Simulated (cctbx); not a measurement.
# Lattice, Laue class and space group of a new crystal

Cell: a = 7.0780 Å, b = 7.0780 Å, c = 3.5540 Å, α = 90.00°, β = 90.00°, γ = 120.00°. Expected content of the cell: W3 Zr3 Si3.

Simulated single-crystal data (cctbx): Cu Kα, λ = 1.54184 Å, to d = 0.83 Å, 80 % of the full sphere, strongest reflection 5000 counts, noise from counting, a 3 % proportional error and a noise floor of 15 counts (s.d.); no absorption.

A first pass over the reflections prints:

```text
903 reflections to d = 0.836 A
centring   violations  <I/sigma> of those
    A        359 of   441     11.0
    B        367 of   434     11.2
    C        352 of   447     10.4
    I        357 of   438     11.0
    R        488 of   607     10.6
    F        539 of   661     10.9
Laue class    unique    Rint  (classes that these axes allow; Friedel mates merged)
P -1              530   0.044
P 1 1 2/m         323   0.049
P -3              187   0.053
P -3 1 m          112   0.055
P -3 m 1          121   0.055
P 6/m             112   0.055
P 6/m m m          79   0.056
space group    extra absences  I>4sigma  <I/sigma>
P 6 2 2                 0          0         -  acentric
P 6 m m                 0          0         -  acentric
P -6 m 2                0          0         -  acentric
P -6 2 m                0          0         -  acentric
P 6/m m m               0          0         -  centric
Wilson B = 2.02 A^2   <|E^2-1|> = 0.624 (0.968 centric, 0.736 acentric)   E^2>4: 0.0 %
shell (A)         n   <I/sigma>
 6.13 - 1.51     20     37.5
 1.51 - 1.20     10     51.7
 1.20 - 1.05     14     28.7
 1.05 - 0.96     12     23.7
 0.96 - 0.89      7     40.9
 0.89 - 0.84     16     14.3
```

Q: Read the symmetry from these tables.

Every centring test has many violations, so the lattice is primitive.

Rint stays low (0.044 to 0.056) up to P 6/m m m, the highest class in these axes.

5 settings pass the absence test. No glide or screw absences show, which leaves P 6 2 2, P 6 m m, P -6 m 2, P -6 2 m and P 6/m m m.

⟨|E²−1|⟩ = 0.624 leans to a non-centrosymmetric structure, or to twinning, which lowers it. The Wilson B of 2.02 Å² means U ≈ 0.0256 Å².

The true group is P-62m (no. 189), Laue class 6/mmm, non-centrosymmetric. The tables only narrow the choice to the tied entries; cell content, site symmetry and trial solutions must settle it.

This is a model crystal, built by substitution and not relaxed, with assumed displacement parameters.

[Logs are printed without paths, hosts, clocks, repeated set-up lines and the standing remarks that a program may print on its own settings, such as how far it seeks lower states.]
